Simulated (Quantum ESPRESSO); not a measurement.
# Ni(111) under a row of overlayers, part 4 of 17

Wanted: work-function changes of Ni(111) along a row of adsorbates.

Quantum ESPRESSO 7.5; plane-wave DFT, PBE, GBRV ultrasoft pseudopotentials.

So far. Step 4 (SCF with pw.x, clean face): Inside the slab this potential holds the local part of the pseudopotentials, which can be repulsive at the nuclei; only its value in the vacuum has a meaning of its own. Step 5 (Projected density of states, clean face): The atomic orbitals miss 0.2 % of the occupied states; for empty states the projections can miss much more.

### Step 6. Relaxation with pw.x, F overlayer

System of this step: Ni(111), 5 layers, one monolayer of F on top sites. The cell holds 6 atoms: 5 Ni and 1 F. Its edges and angles: a = 2.489 Å, b = 2.489 Å, c = 27.129 Å, α = 90.0°, β = 90.0°, γ = 60.0°. It derives from Ni. Vacuum lies along c.

File F.relax.in:

```
&control
  prefix = 'F.relax'
  outdir = './out'
  pseudo_dir = './pseudo'
  nstep = 40
  forc_conv_thr = 0.001
  calculation = 'relax'
/
&system
  ibrav = 0
  nat = 6
  ntyp = 2
  ecutwfc = 40
  ecutrho = 200
  occupations = 'smearing'
  smearing = 'mv'
  degauss = 0.02
  nspin = 2
  starting_magnetization(1) = 0.12
/
&electrons
  conv_thr = 1e-07
  mixing_beta = 0.4
  electron_maxstep = 120
  mixing_mode = 'local-TF'
/
&ions
/
ATOMIC_SPECIES
  Ni  58.6934  ni_pbe_v1.4.uspp.F.UPF
  F   18.9984  f_pbe_v1.4.uspp.F.UPF
CELL_PARAMETERS angstrom
  2.48901586977665 0.00000000000000 0.00000000000000
  1.24450793488832 2.15555097364920 0.00000000000000
  0.00000000000000 0.00000000000000 27.12909179018993
ATOMIC_POSITIONS crystal
  Ni  0.666666666700 0.666666666700 0.305944631844 0 0 0
  Ni  0.000000000000 0.000000000000 0.380855836511 0 0 0
  Ni  0.333333333300 0.333333333300 0.455767041179 0 0 0
  Ni  0.666666666700 0.666666666700 0.530678245847
  Ni  0.000000000000 0.000000000000 0.605589450515
  F   0.000000000000 0.000000000000 0.672307496736
K_POINTS automatic
  12 12 1 0 0 0
```

On the command line:

```bash
> OMP_NUM_THREADS=1 mpirun -n 8 pw.x -nk 8 -in F.relax.in > F.relax.out
```

Log:

```text
[banner, memory and clock lines left out]
Program PWSCF v.7.5 starts
[...]
Message from routine setup:
[...]
number of electrons       =        97.00
     number of Kohn-Sham states=           59
     kinetic-energy cutoff     =      40.0000  Ry
     charge density cutoff     =     200.0000  Ry
[...]
number of k points=    19  Marzari-Vanderbilt smearing, width (Ry)=  0.0200
[...]
Dense  grid:    46995 G-vectors     FFT dimensions: (  24,  24, 240)
[...]
negative rho (up, down):  1.063E-03 8.308E-04
     Starting wfcs are   69 randomized atomic wfcs
[...]
negative rho (up, down):  1.596E-01 1.694E-01
[...]
estimated scf accuracy    <    3110.04018831 Ry
     total magnetization       =     1.50 Bohr mag/cell
     absolute magnetization    =     1.67 Bohr mag/cell
[...]
negative rho (up, down):  2.193E-01 2.250E-01
[...]
estimated scf accuracy    <    1331.58797639 Ry
     total magnetization       =     0.76 Bohr mag/cell
     absolute magnetization    =     0.94 Bohr mag/cell
[...]
negative rho (up, down):  1.871E-01 1.889E-01
[...]
estimated scf accuracy    <     148.91281622 Ry
     total magnetization       =     0.38 Bohr mag/cell
     absolute magnetization    =     0.69 Bohr mag/cell
[...]
negative rho (up, down):  1.833E-01 1.827E-01
[...]
estimated scf accuracy    <     248.26473956 Ry
     total magnetization       =     0.55 Bohr mag/cell
     absolute magnetization    =     0.68 Bohr mag/cell
[...]
negative rho (up, down):  1.676E-01 1.674E-01
[...]
estimated scf accuracy    <      80.90090102 Ry
     total magnetization       =     0.13 Bohr mag/cell
     absolute magnetization    =     0.24 Bohr mag/cell
[...]
negative rho (up, down):  1.552E-01 1.553E-01
[...]
estimated scf accuracy    <      18.60140519 Ry
     total magnetization       =     0.42 Bohr mag/cell
     absolute magnetization    =     0.48 Bohr mag/cell
[...]
negative rho (up, down):  1.337E-01 1.332E-01
[...]
estimated scf accuracy    <      91.40973832 Ry
     total magnetization       =     0.10 Bohr mag/cell
     absolute magnetization    =     0.19 Bohr mag/cell
[...]
negative rho (up, down):  1.243E-01 1.241E-01
[...]
estimated scf accuracy    <      42.94636944 Ry
     total magnetization       =    -0.82 Bohr mag/cell
     absolute magnetization    =     0.86 Bohr mag/cell
[...]
negative rho (up, down):  1.058E-01 1.059E-01
[...]
estimated scf accuracy    <      19.75059969 Ry
     total magnetization       =     0.07 Bohr mag/cell
     absolute magnetization    =     0.32 Bohr mag/cell
[...]
negative rho (up, down):  6.725E-02 6.725E-02
[...]
estimated scf accuracy    <      54.40290728 Ry
     total magnetization       =     0.11 Bohr mag/cell
     absolute magnetization    =     0.17 Bohr mag/cell
[...]
negative rho (up, down):  6.807E-02 6.807E-02
[...]
estimated scf accuracy    <      20.63176481 Ry
     total magnetization       =    -0.53 Bohr mag/cell
     absolute magnetization    =     0.64 Bohr mag/cell
[...]
negative rho (up, down):  5.873E-02 5.874E-02
[...]
estimated scf accuracy    <       6.14776120 Ry
     total magnetization       =    -1.46 Bohr mag/cell
     absolute magnetization    =     1.55 Bohr mag/cell
[...]
negative rho (up, down):  4.554E-02 4.559E-02
[...]
estimated scf accuracy    <       8.68684700 Ry
     total magnetization       =    -0.68 Bohr mag/cell
     absolute magnetization    =     0.86 Bohr mag/cell
[...]
negative rho (up, down):  3.608E-02 3.608E-02
[...]
estimated scf accuracy    <       6.92944826 Ry
     total magnetization       =    -0.98 Bohr mag/cell
     absolute magnetization    =     1.18 Bohr mag/cell
[...]
negative rho (up, down):  2.374E-02 2.374E-02
[...]
estimated scf accuracy    <      21.24686327 Ry
     total magnetization       =    -1.97 Bohr mag/cell
     absolute magnetization    =     2.12 Bohr mag/cell
[...]
negative rho (up, down):  1.733E-02 1.749E-02
[...]
estimated scf accuracy    <       4.19958289 Ry
     total magnetization       =    -1.39 Bohr mag/cell
     absolute magnetization    =     1.61 Bohr mag/cell
[...]
negative rho (up, down):  2.846E-02 2.870E-02
[...]
estimated scf accuracy    <       3.57220435 Ry
     total magnetization       =    -1.66 Bohr mag/cell
     absolute magnetization    =     1.90 Bohr mag/cell
[...]
negative rho (up, down):  2.704E-02 2.754E-02
[...]
estimated scf accuracy    <       9.13986041 Ry
     total magnetization       =    -3.11 Bohr mag/cell
     absolute magnetization    =     3.33 Bohr mag/cell
[...]
negative rho (up, down):  1.786E-02 1.852E-02
[...]
estimated scf accuracy    <       1.41042512 Ry
     total magnetization       =    -2.75 Bohr mag/cell
     absolute magnetization    =     3.05 Bohr mag/cell
[...]
negative rho (up, down):  3.158E-02 3.248E-02
[...]
estimated scf accuracy    <       0.36328325 Ry
     total magnetization       =    -2.67 Bohr mag/cell
     absolute magnetization    =     3.00 Bohr mag/cell
[...]
negative rho (up, down):  2.694E-02 2.782E-02
[...]
estimated scf accuracy    <       3.42573971 Ry
     total magnetization       =    -2.25 Bohr mag/cell
     absolute magnetization    =     2.72 Bohr mag/cell
[...]
negative rho (up, down):  2.049E-02 2.115E-02
[...]
estimated scf accuracy    <       0.46348421 Ry
     total magnetization       =    -2.82 Bohr mag/cell
     absolute magnetization    =     3.28 Bohr mag/cell
[...]
negative rho (up, down):  2.923E-02 2.984E-02
[...]
estimated scf accuracy    <       0.19139208 Ry
     total magnetization       =    -3.15 Bohr mag/cell
     absolute magnetization    =     3.62 Bohr mag/cell
[...]
negative rho (up, down):  2.277E-02 2.319E-02
[...]
estimated scf accuracy    <       0.14661191 Ry
     total magnetization       =    -3.41 Bohr mag/cell
     absolute magnetization    =     3.91 Bohr mag/cell
[...]
negative rho (up, down):  1.384E-02 1.405E-02
[...]
estimated scf accuracy    <       0.23834013 Ry
     total magnetization       =    -3.82 Bohr mag/cell
     absolute magnetization    =     4.35 Bohr mag/cell
[...]
negative rho (up, down):  1.300E-02 1.307E-02
[...]
estimated scf accuracy    <       0.08131625 Ry
     total magnetization       =    -4.05 Bohr mag/cell
     absolute magnetization    =     4.58 Bohr mag/cell
[...]
negative rho (up, down):  8.628E-03 8.702E-03
[...]
estimated scf accuracy    <       0.00000050 Ry
     total magnetization       =    -4.21 Bohr mag/cell
     absolute magnetization    =     4.79 Bohr mag/cell
[...]
negative rho (up, down):  4.156E-04 3.402E-04
[...]
estimated scf accuracy    <       0.00000010 Ry
     total magnetization       =    -4.22 Bohr mag/cell
     absolute magnetization    =     4.79 Bohr mag/cell
[...]
negative rho (up, down):  4.136E-04 3.382E-04
[...]
the Fermi energy is     2.7571 ev
!    total energy              =   -1764.86744748 Ry
     estimated scf accuracy    <       0.00000003 Ry
     smearing contrib. (-TS)   =       0.00028345 Ry
     internal energy E=F+TS    =   -1764.86773093 Ry
[...]
one-electron contribution =  -19671.77787070 Ry
     hartree contribution      =    9848.52943028 Ry
     xc contribution           =    -186.93073216 Ry
     ewald contribution        =    8245.31144165 Ry
     total magnetization       =    -4.22 Bohr mag/cell
     absolute magnetization    =     4.79 Bohr mag/cell
     convergence has been achieved in  61 iterations
     negative rho (up, down):  4.136E-04 3.382E-04
[...]
Total force =     0.054163     Total SCF correction =     0.000349
[...]
negative rho (up, down):  3.868E-04 4.111E-04
[...]
negative rho (up, down):  7.476E-04 7.193E-04
[...]
estimated scf accuracy    <       2.15382624 Ry
     total magnetization       =    -4.07 Bohr mag/cell
     absolute magnetization    =     4.67 Bohr mag/cell
[...]
negative rho (up, down):  8.637E-04 9.052E-04
[...]
estimated scf accuracy    <       5.26164850 Ry
     total magnetization       =    -3.50 Bohr mag/cell
     absolute magnetization    =     4.09 Bohr mag/cell
[...]
negative rho (up, down):  9.342E-04 9.360E-04
[...]
estimated scf accuracy    <       1.34267551 Ry
     total magnetization       =    -4.09 Bohr mag/cell
     absolute magnetization    =     4.66 Bohr mag/cell
[...]
negative rho (up, down):  1.449E-03 1.398E-03
[...]
estimated scf accuracy    <       0.80965285 Ry
     total magnetization       =    -4.10 Bohr mag/cell
     absolute magnetization    =     4.66 Bohr mag/cell
[...]
negative rho (up, down):  1.564E-03 1.515E-03
[...]
estimated scf accuracy    <       0.21500334 Ry
     total magnetization       =    -4.19 Bohr mag/cell
     absolute magnetization    =     4.74 Bohr mag/cell
[...]
negative rho (up, down):  1.771E-03 1.716E-03
[...]
estimated scf accuracy    <       0.07741833 Ry
     total magnetization       =    -4.20 Bohr mag/cell
     absolute magnetization    =     4.74 Bohr mag/cell
[...]
negative rho (up, down):  1.995E-03 1.942E-03
[...]
estimated scf accuracy    <       0.00405927 Ry
     total magnetization       =    -4.20 Bohr mag/cell
     absolute magnetization    =     4.76 Bohr mag/cell
[...]
negative rho (up, down):  2.006E-03 1.963E-03
[...]
estimated scf accuracy    <       0.00404336 Ry
     total magnetization       =    -4.22 Bohr mag/cell
     absolute magnetization    =     4.78 Bohr mag/cell
[...]
negative rho (up, down):  1.822E-03 1.789E-03
[...]
estimated scf accuracy    <       0.00315659 Ry
     total magnetization       =    -4.22 Bohr mag/cell
     absolute magnetization    =     4.78 Bohr mag/cell
[...]
negative rho (up, down):  1.793E-03 1.761E-03
[...]
estimated scf accuracy    <       0.00173420 Ry
     total magnetization       =    -4.21 Bohr mag/cell
     absolute magnetization    =     4.78 Bohr mag/cell
[...]
negative rho (up, down):  1.680E-03 1.650E-03
[...]
estimated scf accuracy    <       0.00073642 Ry
     total magnetization       =    -4.21 Bohr mag/cell
     absolute magnetization    =     4.78 Bohr mag/cell
[...]
negative rho (up, down):  1.449E-03 1.411E-03
[...]
estimated scf accuracy    <       0.00020176 Ry
     total magnetization       =    -4.21 Bohr mag/cell
     absolute magnetization    =     4.78 Bohr mag/cell
[...]
negative rho (up, down):  1.385E-03 1.348E-03
[...]
estimated scf accuracy    <       0.00014087 Ry
     total magnetization       =    -4.21 Bohr mag/cell
     absolute magnetization    =     4.78 Bohr mag/cell
[...]
negative rho (up, down):  1.077E-03 1.030E-03
[...]
estimated scf accuracy    <       0.00010769 Ry
     total magnetization       =    -4.21 Bohr mag/cell
     absolute magnetization    =     4.78 Bohr mag/cell
[...]
negative rho (up, down):  9.950E-04 9.454E-04
[...]
estimated scf accuracy    <       0.00003196 Ry
     total magnetization       =    -4.21 Bohr mag/cell
     absolute magnetization    =     4.78 Bohr mag/cell
[...]
negative rho (up, down):  8.927E-04 8.422E-04
[...]
estimated scf accuracy    <       0.00003107 Ry
     total magnetization       =    -4.21 Bohr mag/cell
     absolute magnetization    =     4.78 Bohr mag/cell
[...]
negative rho (up, down):  5.921E-04 5.318E-04
[...]
estimated scf accuracy    <       0.00002849 Ry
     total magnetization       =    -4.21 Bohr mag/cell
     absolute magnetization    =     4.78 Bohr mag/cell
[...]
negative rho (up, down):  5.462E-04 4.845E-04
[...]
estimated scf accuracy    <       0.00000547 Ry
     total magnetization       =    -4.21 Bohr mag/cell
     absolute magnetization    =     4.78 Bohr mag/cell
[...]
negative rho (up, down):  4.866E-04 4.203E-04
[...]
estimated scf accuracy    <       0.00000412 Ry
     total magnetization       =    -4.21 Bohr mag/cell
     absolute magnetization    =     4.78 Bohr mag/cell
[...]
negative rho (up, down):  4.238E-04 3.521E-04
[...]
estimated scf accuracy    <       0.00000706 Ry
     total magnetization       =    -4.21 Bohr mag/cell
     absolute magnetization    =     4.78 Bohr mag/cell
[...]
negative rho (up, down):  4.185E-04 3.456E-04
[...]
estimated scf accuracy    <       0.00000080 Ry
     total magnetization       =    -4.21 Bohr mag/cell
     absolute magnetization    =     4.78 Bohr mag/cell
[...]
negative rho (up, down):  4.191E-04 3.455E-04
[...]
estimated scf accuracy    <       0.00000044 Ry
     total magnetization       =    -4.21 Bohr mag/cell
     absolute magnetization    =     4.78 Bohr mag/cell
[...]
negative rho (up, down):  4.230E-04 3.491E-04
[...]
estimated scf accuracy    <       0.00000013 Ry
     total magnetization       =    -4.21 Bohr mag/cell
     absolute magnetization    =     4.78 Bohr mag/cell
[...]
negative rho (up, down):  4.215E-04 3.478E-04
[...]
the Fermi energy is     2.7951 ev
!    total energy              =   -1764.86947335 Ry
     estimated scf accuracy    <       0.00000004 Ry
     smearing contrib. (-TS)   =       0.00032200 Ry
     internal energy E=F+TS    =   -1764.86979534 Ry
[...]
one-electron contribution =  -19656.48773500 Ry
     hartree contribution      =    9840.96178678 Ry
     xc contribution           =    -186.94612480 Ry
     ewald contribution        =    8237.60227767 Ry
     total magnetization       =    -4.21 Bohr mag/cell
     absolute magnetization    =     4.78 Bohr mag/cell
     convergence has been achieved in  24 iterations
     negative rho (up, down):  4.215E-04 3.478E-04
[...]
Total force =     0.020615     Total SCF correction =     0.000692
[...]
the Fermi energy is     2.8076 ev
!    total energy              =   -1764.87004609 Ry
     estimated scf accuracy    <          7.6E-10 Ry
     smearing contrib. (-TS)   =       0.00049919 Ry
     internal energy E=F+TS    =   -1764.87054528 Ry
[...]
one-electron contribution =  -19704.95027325 Ry
     hartree contribution      =    9865.21105340 Ry
     xc contribution           =    -186.96330070 Ry
     ewald contribution        =    8261.83197526 Ry
     total magnetization       =    -4.21 Bohr mag/cell
     absolute magnetization    =     4.77 Bohr mag/cell
     convergence has been achieved in  25 iterations
     negative rho (up, down):  4.195E-04 3.461E-04
[...]
```

Elapsed: 12 min, on 8 MPI ranks of AMD EPYC 7R43, shared host; peak memory 1.1 GiB; 1.5 h of CPU time.

The steps of the relaxation:

```
step  energy less that of the first step (eV)  largest force (eV/Å)
   1                                   0.0000                1.0406
   2                                  -0.0276                0.4346
   3                                  -0.0320                0.2069
   4                                  -0.0330                0.1402
   5                                  -0.0338                0.1027
   6                                  -0.0345                0.0465
   7                                  -0.0347                0.0457
   8                                  -0.0348                0.0537
   9                                  -0.0349                0.0550
  10                                  -0.0351                0.0566
  11                                  -0.0354                0.0497
  12                                  -0.0357                0.0346
  13                                  -0.0358                0.0044
```

The atoms that moved most (Å):

```csv
atom,dx,dy,dz,length
F6,0.000,0.000,-0.075,0.075
Ni5,0.000,0.000,-0.013,0.013
Ni4,0.000,0.000,0.007,0.007
```

The relaxation lowers the energy by 6 meV an atom. On the free atoms the largest force ends at 0.004 eV/Å.

Read from the output:

| Item | Value |
| --- | --- |
| free energy | -24012.2807 eV |
| Fermi energy | 2.807 eV |
| magnetization | -4.2 μB |
| absolute magnetization | 4.77 μB |
| site moments | -0.7321, -0.7318, -0.6991, -0.6926, -1.060, -0.3387 μB |

[end of part 4 of 17]

[Logs are printed without paths, hosts, clocks, repeated set-up lines and the standing remarks that a program may print on its own settings, such as how far it seeks lower states.]

[Hosts, paths, dates, database ids (printed as entryN), source tags and the programs' standing remarks are cut or masked in the printed files.]

[Maps of the electrostatic potential energy from Ansatz leave out the sawtooth potential of an applied field or a dipole correction, so their vacuum need not be flat; planar profiles and work functions include it.]
